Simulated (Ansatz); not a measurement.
# KH2BrO: complex band structure

Wanted: the relaxed cell of KH2BrO, its band edges and its decay constants. It is built by putting Br for I, K for Li in the LiH2IO structure of space group Pmma, with the volume rescaled by atomic radii. The parent structure comes from the Materials Project.

Method: PBE DFT, plane waves, PAW files, in the first sound run; inputs show where later runs differ, in Ansatz 0.2.0.

The structure was built from a prototype and need not be the compound's stable phase.

### 1. Set-up

It takes space group Pmma (No. 51, orthorhombic). Conventional cell: a = 7.107 Å, b = 4.857 Å, c = 6.208 Å, α = 90.00°, β = 90.00°, γ = 90.00°. Nearest to K lie 2 O at 2.33 Å and 4 H at 2.95 Å and 4 Br at 3.40 Å. H has 1 O at 1.09 Å and 1 H at 1.70 Å and 1 Br at 2.90 Å and 2 K at 2.95 Å nearest. Br has 2 H at 2.90 Å and 4 K at 3.40 Å nearest. Nearest to O lie 2 H at 1.09 Å and 2 K at 2.33 Å. It derives from LiH2IO. Br for I, K for Li in the LiH2IO structure of space group Pmma. Farther neighbours and most contacts between anions are not listed.

### 2. Relaxing the new crystal

The substituted atoms don't fit the parent's cell, so cell and atoms relax together. A small smearing keeps the run stable in case the gap closes on the way.

input.yaml

```yaml
crystal:
  lattice:
    - [7.1071957965, 0.0, 0.0]
    - [0.0, 4.856795149, 0.0]
    - [0.0, 0.0, 6.2078230783]
  atoms:
    - { symbol: K, position: [0.5, 0.5, 0.0] }
    - { symbol: K, position: [0.0, 0.5, 0.0] }
    - { symbol: H, position: [0.75, 0.675496, 0.352828] }
    - { symbol: H, position: [0.75, 0.324504, 0.352828] }
    - { symbol: H, position: [0.25, 0.675496, 0.647172] }
    - { symbol: H, position: [0.25, 0.324504, 0.647172] }
    - { symbol: Br, position: [0.75, 0.0, 0.745454] }
    - { symbol: Br, position: [0.25, 0.0, 0.254546] }
    - { symbol: O, position: [0.75, 0.5, 0.242964] }
    - { symbol: O, position: [0.25, 0.5, 0.757036] }
kpoints:
  mp_grid: { grid: [4, 4, 4] }
scf:
  occupations: { method: gaussian, width: 0.03 }
hamiltonian:
  xc: pbe
output:
  forces: true
  stress: true
relax:
  f_tol: 0.02
  max_steps: 60
  cell: {}
```

The run is started by

```console
$ ansatz run input.yaml --threads 2 --pin off --max-ram 4096MiB --backend cpu --events-out ev --progress --plain --runs-dir out
```

Numbers of over 12 decimals in the logs are rounded to 6 here.

What it wrote:

```text
Engine: ansatz 0.2.0, x86_64-unknown-linux-gnu
Pseudopotentials: kind: paw
Pseudopotential: K, paw, valence charge 9, recommended cutoff 420 eV (normal), K.paw.azcp
Pseudopotential: H, paw, valence charge 1, recommended cutoff 420 eV (normal), H.paw.azcp
Pseudopotential: Br, paw, valence charge 7, recommended cutoff 420 eV (normal), Br.paw.azcp
Pseudopotential: O, paw, valence charge 6, recommended cutoff 420 eV (normal), O.paw.azcp
Functional definition: PBE
  parameter kappa = 0.804
  parameter beta = 0.066725
  exchange = pbe_x(kappa = kappa, mu = beta*pi^2/3)
  correlation = pbe_c(beta = beta)
Crystal: 10 atoms, lattice volume = 214.283 Å³
Basis set: ecut = 420 eV, 4151 PW (Γ), exchange–correlation on 96×72×90 points (8 copies of the dense FFT grid, shifted against one another)
Bands: 34, of which v1, the nominal top of the filled ones, is band 24 counted from 1 (23 counted from 0)
Symmetry: 8 space group operations
Space group: Pmma (ITA 51), of the structure as read, at distance tolerance 6.0e-5 Å
k-points: 27 of 64
Non-local potential: K, projectors of the file, l = 0: 3, l = 1: 2, l = 2: 2
Non-local potential: H, projectors of the file, l = 0: 2, l = 1: 1
Non-local potential: Br, projectors of the file, l = 0: 2, l = 1: 2, l = 2: 2
Non-local potential: O, projectors of the file, l = 0: 2, l = 1: 2, l = 2: 1
PAW form: soft (Blöchl's): semilocal exchange-correlation on the pseudo side does not see the compensation charge
PAW one-centre angular grid: K, 110 points (default); XC on 64 Gauss nodes
PAW one-centre angular grid: H, 110 points (default); XC on 64 Gauss nodes
PAW one-centre angular grid: Br, 110 points (default); XC on 64 Gauss nodes
PAW one-centre angular grid: O, 110 points (default); XC on 64 Gauss nodes
Initial density: superposition of atomic densities (neutral atoms: chi_scale 0, normalization atom), corrected by the library's trained network
Initial wavefunctions: pseudopotential atomic-orbital guess
Functional: x = pbe(κ = 0.804, μ = 0.219515), c = pbe(β = 0.066725)
SCF iter   1: F=—  HF=-9846.030850 eV  |F-HF|=—  |Δ(HF+E_count)|=         —  Δρ=1.61e-3  dr2=1.43e-2  ethr=1.77e-3  ⟨swp⟩=7.4  Hψ=4978  notcnv=0  defer=5
preconditioner: auto → Resta (q_TF=auto, 2.126 Å⁻¹)  ε∞=2.5  [insulator: Δε(μ)=3.364 eV  Ē_g=13.097 eV  σ=0.030 eV  W_gap=1.00  n_scr=34 (ndim 8)  ℏωp=16.0 eV  f_vac=0.144  D(μ)=0.00/eV (n_scr^D=0)  ε∞_Penn≈2.5]
SCF iter   2: F=—  HF=-9846.027832 eV  |F-HF|=—  |Δ(HF+E_count)|=   3.02e-3  Δρ=1.01e-3  dr2=3.13e-3  ethr=2.98e-5  ⟨swp⟩=2.1  Hψ=1586  notcnv=0  defer=117
SCF iter   3: F=—  HF=-9846.027830 eV  |F-HF|=—  |Δ(HF+E_count)|=   1.67e-6  Δρ=4.68e-4  dr2=8.33e-4  ethr=6.52e-6  ⟨swp⟩=2.0  Hψ=1267  notcnv=0  defer=117
SCF iter   4: F=—  HF=-9846.027792 eV  |F-HF|=—  |Δ(HF+E_count)|=   3.85e-5  Δρ=1.72e-4  dr2=6.82e-5  ethr=1.74e-6  ⟨swp⟩=2.1  Hψ=1182  notcnv=0  defer=117
SCF iter   5: F=—  HF=-9846.027799 eV  |F-HF|=—  |Δ(HF+E_count)|=   7.24e-6  Δρ=4.24e-5  dr2=3.68e-6  ethr=1.42e-7  ⟨swp⟩=2.1  Hψ=1240  notcnv=0  defer=117
SCF iter   6: F=—  HF=-9846.027804 eV  |F-HF|=—  |Δ(HF+E_count)|=   5.38e-6  Δρ=8.49e-6  dr2=1.95e-7  ethr=7.67e-9  ⟨swp⟩=2.1  Hψ=1309  notcnv=0  defer=117
SCF iter   7: F=-9846.027805 eV  HF=-9846.027805 eV  |F-HF|=2.08e-8  |Δ(HF+E_count)|=   3.97e-7  Δρ=1.68e-6  dr2=8.21e-9  ethr=2.08e-10  ⟨swp⟩=5.0  Hψ=2989  notcnv=0
SCF 1 converged in 7 iterations: F = -9846.027805 eV  dr2 = 8.21e-9
  greatest PAW one-centre occupation: 0.988 electrons in one spin orbital (limit 2), on the K atom at site 1 (counted from 0), in its partial waves of l = 0
relax step   1: F+E_penalty+E_count = -9846.02780471 eV  Δ(F+E_penalty+E_count) = +0.000e0 eV  max|allowed force component| = 6.009e0 eV/Å  Δτ_max = 0.0000 Å  P = -0.729 GPa  Ω = 214.283 Å³  (7 SCF iters, dr2 threshold 1.00e-7 eV, accepted)
Crystal: 10 atoms, lattice volume = 221.237 Å³
Basis set: ecut = 420 eV, 4299 PW (Γ), exchange–correlation on 96×72×90 points (8 copies of the dense FFT grid, shifted against one another)
Initial density: handed on by an earlier stage of this run
Initial wavefunctions: those handed on with the density
iter 1 solved again at ethr=8.80e-4 eV; its pass at ethr=3.10e-3 eV (dr2=4.22e-1 eV) is discarded
SCF iter   1: F=—  HF=-9847.747023 eV  |F-HF|=—  |Δ(HF+E_count)|=         —  Δρ=2.52e-2  dr2=4.23e-1  ethr=8.80e-4  ⟨swp⟩=1.5  Hψ=5200  notcnv=0
preconditioner: auto → Resta (q_TF=auto, 2.115 Å⁻¹)  ε∞=2.4  [insulator: Δε(μ)=3.596 eV  Ē_g=13.463 eV  σ=0.030 eV  W_gap=1.00  n_scr=34 (ndim 8)  ℏωp=15.8 eV  f_vac=0.167  D(μ)=0.00/eV (n_scr^D=0)  ε∞_Penn≈2.4]
SCF iter   2: F=—  HF=-9847.701552 eV  |F-HF|=—  |Δ(HF+E_count)|=   4.55e-2  Δρ=1.14e-2  dr2=7.27e-2  ethr=8.80e-4  ⟨swp⟩=3.1  Hψ=2005  notcnv=0  defer=2
SCF iter   3: F=—  HF=-9847.707617 eV  |F-HF|=—  |Δ(HF+E_count)|=   6.07e-3  Δρ=5.20e-3  dr2=1.42e-2  ethr=1.52e-4  ⟨swp⟩=2.0  Hψ=1591  notcnv=0  defer=117
SCF iter   4: F=—  HF=-9847.711703 eV  |F-HF|=—  |Δ(HF+E_count)|=   4.09e-3  Δρ=3.89e-4  dr2=3.16e-4  ethr=2.95e-5  ⟨swp⟩=2.0  Hψ=1252  notcnv=0  defer=120
SCF iter   5: F=—  HF=-9847.712102 eV  |F-HF|=—  |Δ(HF+E_count)|=   3.99e-4  Δρ=6.14e-5  dr2=1.14e-5  ethr=6.58e-7  ⟨swp⟩=2.3  Hψ=1302  notcnv=0  defer=120
SCF iter   6: F=-9847.712115 eV  HF=-9847.712114 eV  |F-HF|=1.21e-6  |Δ(HF+E_count)|=   1.18e-5  Δρ=1.53e-5  dr2=5.63e-7  ethr=2.08e-9  ⟨swp⟩=5.2  Hψ=3333  notcnv=0
SCF 2 converged in 6 iterations: F = -9847.712115 eV  dr2 = 5.63e-7
  greatest PAW one-centre occupation: 0.988 electrons in one spin orbital (limit 2), on the K atom at site 0 (counted from 0), in its partial waves of l = 0
relax step   2: F+E_penalty+E_count = -9847.71211502 eV  Δ(F+E_penalty+E_count) = -1.684e0 eV  max|allowed force component| = 2.483e0 eV/Å  Δτ_max = 0.1946 Å  P = -0.913 GPa  Ω = 221.237 Å³  energy of the carried Pulay correction = -6.849e-3 eV  (6 SCF iters, dr2 threshold 1.00e-6 eV, accepted)
Crystal: 10 atoms, lattice volume = 214.557 Å³
Basis set: ecut = 420 eV, 4199 PW (Γ), exchange–correlation on 96×72×90 points (8 copies of the dense FFT grid, shifted against one another)
iter 1 solved again at ethr=8.37e-4 eV; its pass at ethr=3.10e-3 eV (dr2=4.02e-1 eV) is discarded
SCF iter   1: F=—  HF=-9848.183930 eV  |F-HF|=—  |Δ(HF+E_count)|=         —  Δρ=2.47e-2  dr2=4.02e-1  ethr=8.37e-4  ⟨swp⟩=1.9  Hψ=5553  notcnv=0
preconditioner: auto → Resta (q_TF=auto, 2.126 Å⁻¹)  ε∞=2.4  [insulator: Δε(μ)=3.920 eV  Ē_g=13.777 eV  σ=0.030 eV  W_gap=1.00  n_scr=34 (ndim 8)  ℏωp=16.0 eV  f_vac=0.155  D(μ)=0.00/eV (n_scr^D=0)  ε∞_Penn≈2.4]
[...]
relax step   5: F+E_penalty+E_count = -9848.36023734 eV  Δ(F+E_penalty+E_count) = -3.869e-2 eV  max|allowed force component| = 1.421e-1 eV/Å  Δτ_max = 0.0925 Å  P = +0.350 GPa  Ω = 208.111 Å³  energy of the carried Pulay correction = +6.267e-3 eV  (6 SCF iters, dr2 threshold 1.00e-6 eV, accepted)
relax step   6: F+E_penalty+E_count = -9848.36762340 eV  Δ(F+E_penalty+E_count) = -7.386e-3 eV  max|allowed force component| = 7.594e-2 eV/Å  Δτ_max = 0.0413 Å  P = -0.056 GPa  Ω = 211.756 Å³  energy of the carried Pulay correction = +2.544e-3 eV  (5 SCF iters, dr2 threshold 1.00e-6 eV, accepted)
relax step   7: F+E_penalty+E_count = -9848.36868704 eV  Δ(F+E_penalty+E_count) = -1.064e-3 eV  max|allowed force component| = 2.731e-2 eV/Å  Δτ_max = 0.0159 Å  P = -0.035 GPa  Ω = 212.080 Å³  energy of the carried Pulay correction = +2.216e-3 eV  (5 SCF iters, dr2 threshold 3.60e-7 eV, accepted)
relax step   8: F+E_penalty+E_count = -9848.36895621 eV  Δ(F+E_penalty+E_count) = -2.692e-4 eV  max|allowed force component| = 1.933e-3 eV/Å  Δτ_max = 0.0040 Å  P = -0.013 GPa  Ω = 211.931 Å³  energy of the carried Pulay correction = +2.366e-3 eV  (5 SCF iters, dr2 threshold 4.66e-8 eV, accepted)
relax step   9: F+E_penalty+E_count = -9848.40862679 eV  Δ(F+E_penalty+E_count) = -3.967e-2 eV  max|allowed force component| = 6.430e-3 eV/Å  Δτ_max = 0.0000 Å  P = +0.199 GPa  Ω = 211.931 Å³  stress off target by 6.69e-1 GPa  SCF on the basis re-selected at this cell (its energy is not comparable with the rows above)  (7 SCF iters)
relax step  10: F+E_penalty+E_count = -9848.42112393 eV  Δ(F+E_penalty+E_count) = -1.250e-2 eV  max|allowed force component| = 4.117e-2 eV/Å  Δτ_max = 0.0167 Å  P = +0.061 GPa  Ω = 214.036 Å³  energy of the carried Pulay correction = -3.184e-3 eV  (5 SCF iters, dr2 threshold 1.00e-6 eV, accepted)
relax step  11: F+E_penalty+E_count = -9848.42144597 eV  Δ(F+E_penalty+E_count) = -3.220e-4 eV  max|allowed force component| = 2.352e-2 eV/Å  Δτ_max = 0.0137 Å  P = -0.005 GPa  Ω = 215.419 Å³  energy of the carried Pulay correction = -5.215e-3 eV  (6 SCF iters, dr2 threshold 1.58e-7 eV, accepted)
relax step  12: F+E_penalty+E_count = -9848.42148747 eV  Δ(F+E_penalty+E_count) = -4.150e-5 eV  max|allowed force component| = 1.072e-2 eV/Å  Δτ_max = 0.0018 Å  P = -0.002 GPa  Ω = 215.409 Å³  energy of the carried Pulay correction = -5.214e-3 eV  (5 SCF iters, dr2 threshold 3.46e-8 eV, accepted)
relax step  13: F+E_penalty+E_count = -9848.43007477 eV  Δ(F+E_penalty+E_count) = -8.587e-3 eV  max|allowed force component| = 1.114e-2 eV/Å  Δτ_max = 0.0000 Å  P = +0.047 GPa  Ω = 215.409 Å³  stress off target by 1.47e-1 GPa  SCF on the basis re-selected at this cell (its energy is not comparable with the rows above)  (6 SCF iters)
relax step  14: F+E_penalty+E_count = -9848.42996844 eV  Δ(F+E_penalty+E_count) = +1.063e-4 eV  max|allowed force component| = 9.015e-4 eV/Å  Δτ_max = 0.0045 Å  P = +0.020 GPa  Ω = 216.017 Å³  energy of the carried Pulay correction = -8.616e-4 eV  (5 SCF iters, dr2 threshold 5.41e-8 eV, accepted)
relax step  15: F+E_penalty+E_count = -9848.42948834 eV  Δ(F+E_penalty+E_count) = +4.801e-4 eV  max|allowed force component| = 2.076e-3 eV/Å  Δτ_max = 0.0011 Å  P = -0.001 GPa  Ω = 216.437 Å³  energy of the carried Pulay correction = -1.434e-3 eV  (6 SCF iters, dr2 threshold 6.79e-9 eV, accepted)
iter 1 solved again at ethr=1.17e-7 eV; its pass at ethr=3.10e-3 eV (dr2=5.63e-5 eV) is discarded
SCF iter   1: F=—  HF=-9848.430641 eV  |F-HF|=—  |Δ(HF+E_count)|=         —  Δρ=6.27e-5  dr2=5.69e-7  ethr=1.17e-7  ⟨swp⟩=4.4  Hψ=8333  notcnv=0
preconditioner: auto → Resta (q_TF=auto, 2.123 Å⁻¹)  ε∞=2.4  [insulator: Δε(μ)=4.352 eV  Ē_g=13.663 eV  σ=0.030 eV  W_gap=1.00  n_scr=36 (ndim 8)  ℏωp=16.0 eV  f_vac=0.182  D(μ)=0.00/eV (n_scr^D=0)  ε∞_Penn≈2.4]
SCF iter   2: F=—  HF=-9848.430943 eV  |F-HF|=—  |Δ(HF+E_count)|=   3.03e-4  Δρ=3.14e-5  dr2=1.47e-7  ethr=1.19e-9  ⟨swp⟩=2.5  Hψ=1569  notcnv=0
SCF iter   3: F=—  HF=-9848.431055 eV  |F-HF|=—  |Δ(HF+E_count)|=   1.11e-4  Δρ=6.34e-6  dr2=3.41e-8  ethr=3.06e-10  ⟨swp⟩=2.0  Hψ=1513  notcnv=0
SCF iter   4: F=—  HF=-9848.431057 eV  |F-HF|=—  |Δ(HF+E_count)|=   2.00e-6  Δρ=6.62e-7  dr2=5.06e-10  ethr=7.10e-11  ⟨swp⟩=2.0  Hψ=1510  notcnv=0
SCF iter   5: F=-9848.431057 eV  HF=-9848.431057 eV  |F-HF|=4.57e-10  |Δ(HF+E_count)|=   7.36e-9  Δρ=1.94e-7  dr2=7.52e-11  ethr=1.00e-12  ⟨swp⟩=5.6  Hψ=3312  notcnv=0
SCF 16 converged in 5 iterations: F = -9848.431057 eV  dr2 = 7.52e-11
relax step  16: F+E_penalty+E_count = -9848.43105695 eV  Δ(F+E_penalty+E_count) = -1.569e-3 eV  max|allowed force component| = 2.024e-3 eV/Å  Δτ_max = 0.0000 Å  P = +0.002 GPa  Ω = 216.437 Å³  stress off target by 1.58e-2 GPa  SCF on the basis re-selected at this cell (its energy is not comparable with the rows above)  (5 SCF iters)
basis re-selected at this cell: Δ(F+E_penalty+E_count) = -1.569e-3 eV, ΔP = +0.002 GPa vs the last step (what re-selecting the basis moved, of the pressure what is left beyond the Pulay correction that the steps carried, after the strain that the cell walked since its last selection, with what the two solves' SCF thresholds leave and, on support functions, any second-order correction that the steps lacked; it is no m [...]
SCF converged after 5 iterations
Free energy (F): -9848.431057 eV
Harris-Foulkes:  -9848.431057 eV  (|F-HF|=4.57e-10)
Internal energy: -9848.431057 eV  (E = F + TS)
E sigma→0 (E₀):  -9848.431057 eV
Fermi energy:    1.851748 eV
--- Per-component energies (eV) ---
  E_band       = -434.658253
  E_kinetic    = 1181.062773
  E_local      = -3048.722727  (includes V_loc(G=0)·N_el)
  E_nonlocal   = 268.611555
  E_hartree    = 1045.819913
  E_xc         = -982.713415
  E_vxc        = -771.142949  (∫ρ·V_xc dr)
  E_paw        = -6376.176657  (= ΣΔE_a)
  E_vpaw       = -156.106862  (= ΣTr[D̂ρ^β])
  E_aug_tail   = 0.000166  (compensation charges beyond the density's cutoff)
  E_ewald      = -1936.312664
  E_smearing   = -0.000000  (= −TS)
  E_closure    = -0.000000  (closes the sum)
  Σ components = -9848.431057   (vs F -9848.431057, Δ=0.00e0)
--- Forces (eV/Å), atoms counted from 1 ---
  atom   1  K      0.00000000     0.00000000     0.00000000
  atom   2  K      0.00000000     0.00000000    -0.00000000
  atom   3  H     -0.00000000     0.00027098     0.00026299
  atom   4  H      0.00000000    -0.00027098     0.00026299
  atom   5  H     -0.00000000     0.00027098    -0.00026299
  atom   6  H      0.00000000    -0.00027098    -0.00026299
  atom   7  Br     0.00000000    -0.00000000     0.00104377
  atom   8  Br    -0.00000000     0.00000000    -0.00104377
  atom   9  O     -0.00000000     0.00000000    -0.00202438
  atom  10  O      0.00000000    -0.00000000     0.00202438
  max |Σ_I F_I| component: 5.42e-20 eV/Å
--- Stress (GPa, compression-positive) ---
        0.015838       0.000000      -0.000000
        0.000000      -0.000726       0.000000
       -0.000000       0.000000      -0.010143
  P = ⅓ Tr σ = 0.0017 GPa (0.017 kbar)
--- Relaxed structure (13 steps of the walk, 13 accepted, 3 SCFs on fresh bases) ---
  F+E_penalty+E_count = -9848.43105695 eV   max|allowed force component| = 2.024e-3 eV/Å   (the final SCF, on the basis selected at the relaxed cell)
  cell:  # Å, volume = 216.4368 Å³
    - [8.266433, 0, 0]
    - [0, 4.651107, -3.654205149879185e-17]
    - [0, -4.670705345053192e-17, 5.629329]
  atoms:
    - { symbol: K, position: [0.5, 0.5, 6.671666132645016e-19] }
    - { symbol: K, position: [0, 0.5, 6.671666132645028e-19] }
    - { symbol: H, position: [0.750000, 0.665500, 0.445096] }
    - { symbol: H, position: [0.750000, 0.334500, 0.445096] }
    - { symbol: H, position: [0.25, 0.665500, 0.554904] }
    - { symbol: H, position: [0.25, 0.334500, 0.554904] }
    - { symbol: Br, position: [0.750000, 1.3301613536347434e-18, 0.764799] }
    - { symbol: Br, position: [0.25, -1.414990302129578e-18, 0.235201] }
    - { symbol: O, position: [0.750000, 0.5, 0.335691] }
    - { symbol: O, position: [0.25, 0.5, 0.664309] }
```

Elapsed: 24 s, on 2 threads of AMD EPYC 9R45, shared host; peak memory 0.61 GiB; 47 s of CPU time.

Relaxation path:

```tsv
step	energy less that of the first step (eV)	largest force component (eV/Å)	pressure (GPa)	volume (Å³)
1	0.0000	6.0093	-0.73	214.28
2	-1.6843	2.4832	-0.91	221.24
3	-2.1405	0.6870	0.95	214.56
4	-2.2937	0.1686	0.71	206.54
5	-2.3324	0.1421	0.35	208.11
6	-2.3398	0.0759	-0.06	211.76
7	-2.3409	0.0273	-0.03	212.08
8	-2.3412	0.0019	-0.01	211.93
9*	-2.3808	0.0064	0.20	211.93
10	-2.3933	0.0412	0.06	214.04
11	-2.3936	0.0235	-0.01	215.42
12	-2.3937	0.0107	0.00	215.41
13*	-2.4023	0.0111	0.05	215.41
14	-2.4022	0.0009	0.02	216.02
15	-2.4017	0.0021	0.00	216.44
16*	-2.4033	0.0020	0.00	216.44
```

Relaxation steps marked * repeat the geometry before them on a plane-wave basis chosen anew for their cell, so energy and pressure can jump there.

Forces are held to the 8 operations that the run works with; a distortion that breaks them can't arise in this run.

```tsv
cell as run	before	after	change
a (Å)	7.107	8.266	+16.3 %
b (Å)	4.857	4.651	-4.2 %
c (Å)	6.208	5.629	-9.3 %
volume (Å³/atom)	21.43	21.64	+1.0 %
```

The atoms that moved most (Å, as changes of fractional coordinates times the final cell):

```tsv
atom	dx	dy	dz	length
O10	0.000	0.000	-0.522	0.522
O9	0.000	0.000	0.522	0.522
H3	0.000	-0.046	0.519	0.521
H4	0.000	0.046	0.519	0.521
H5	0.000	-0.046	-0.519	0.521
H6	0.000	0.046	-0.519	0.521
Br7	0.000	0.000	0.109	0.109
Br8	0.000	0.000	-0.109	0.109
```

Numbers from this step:

```
free energy  : -9848.4311 eV
Fermi energy : 1.852 eV
pressure     : 0.001656 GPa
```

The largest force component on a free atom ends at 0.0020 eV/Å.

### 3. Band edges

The energy window and the wavevectors of the next steps follow from the band edges, so these are searched first, off the mesh as well.

input.yaml

```yaml
crystal:
  lattice:
    - [8.2664326659, 0.0, 0.0]
    - [0.0, 4.6511070091, 0.0]
    - [0.0, 0.0, 5.629328574]
  atoms:
    - { symbol: K, position: [0.5, 0.5, 0.0] }
    - { symbol: K, position: [0.0, 0.5, 0.0] }
    - { symbol: H, position: [0.75, 0.6655002125, 0.4450958748] }
    - { symbol: H, position: [0.75, 0.3344997875, 0.4450958748] }
    - { symbol: H, position: [0.25, 0.6655002125, 0.5549041252] }
    - { symbol: H, position: [0.25, 0.3344997875, 0.5549041252] }
    - { symbol: Br, position: [0.75, 0.0, 0.7647989035] }
    - { symbol: Br, position: [0.25, 0.0, 0.2352010965] }
    - { symbol: O, position: [0.75, 0.5, 0.3356910281] }
    - { symbol: O, position: [0.25, 0.5, 0.6643089719] }
kpoints:
  mp_grid: { grid: [4, 6, 4] }
  band_path: { path: [VBM, CBM], npoints: 30 }
scf:
  occupations: { method: fixed }
hamiltonian:
  xc: pbe
output:
  eigenvalues: true
  write_potential: true
  write_density: true
  volumetric_format: npy
```

What it wrote:

```text
[...]
Crystal: 10 atoms, lattice volume = 216.437 Å³
Basis set: ecut = 420 eV, 4231 PW (Γ)
Bands: 34, of which v1, the nominal top of the filled ones, is band 24 counted from 1 (23 counted from 0)
Symmetry: 8 space group operations
[...]
k-points: 36 of 96
[...]
SCF iter   1: F=—  HF=-9848.433725 eV  |F-HF|=—  |Δ(HF+E_count)|=         —  Δρ=1.06e-3  dr2=3.74e-3  ethr=1.77e-3  ⟨swp⟩=5.3  Hψ=5079  notcnv=0  defer=261
[...]
SCF iter   6: F=-9848.431617 eV  HF=-9848.431617 eV  |F-HF|=5.85e-8  |Δ(HF+E_count)|=   9.83e-7  Δρ=5.62e-6  dr2=7.06e-8  ethr=2.08e-10  ⟨swp⟩=13.5  Hψ=7906  notcnv=0
SCF 1 converged in 6 iterations: F = -9848.431617 eV  dr2 = 7.06e-8
[...]
NSCF: frozen V_eff on 64 k-points
[...]
SCF converged after 6 iterations
Free energy (F): -9848.431617 eV
[...]
Internal energy: -9848.431617 eV  (E = F + TS)
E sigma→0 (E₀):  -9848.431617 eV
Fermi energy:    -0.324312 eV
[...]
--- Band table (eV; the first three rows and the last of 36) ---
  k-point 0: bands = [... 20 lower, -0.5317, -0.4275, -0.4234, -0.3243, 4.0275, 5.8192, 6.2519, 7.2210, ... 6 higher]
  k-point 1: bands = [... 20 lower, -0.6550, -0.5658, -0.4406, -0.3804, 4.6369, 6.1831, 6.6950, 7.1161, ... 6 higher]
  k-point 2: bands = [... 20 lower, -0.7489, -0.5989, -0.4582, -0.4334, 5.8081, 6.0616, 6.4556, 7.3435, ... 6 higher]
  k-point 35: bands = [... 20 lower, -0.6567, -0.6567, -0.4447, -0.4447, 6.5274, 6.5274, 6.9065, 6.9065, ... 6 higher]
```

The job ended after 6.8 s (2 threads; peak memory 0.56 GiB).

This step gave:

- free energy: -9848.4316 eV
- Fermi energy: -0.3243 eV
- gap on the k-mesh: 4.352 eV
- gap on path: 4.352 eV, by band count; negative where bands overlap
- direct gap on path: 4.352 eV
- edge places on path: 0, 0 1/A along the path

Levels at VBM (eV): -6.58, -6.57, -3.71, -3.52, -1.61, -1.17, -0.45, -0.30, -0.21, -0.10, -0.10, 0.00, 4.35, 6.14, 6.58, 7.55, 7.81, 7.96.

The searched edges give 4.35 eV, as on the mesh.

[end of part 1 of 3]

[Logs are printed without paths, hosts, clocks, repeated set-up lines and the standing remarks that a program may print on its own settings, such as how far it seeks lower states.]

[Hosts, paths, dates, database ids (printed as entryN), source tags and the programs' standing remarks are cut or masked in the printed files.]
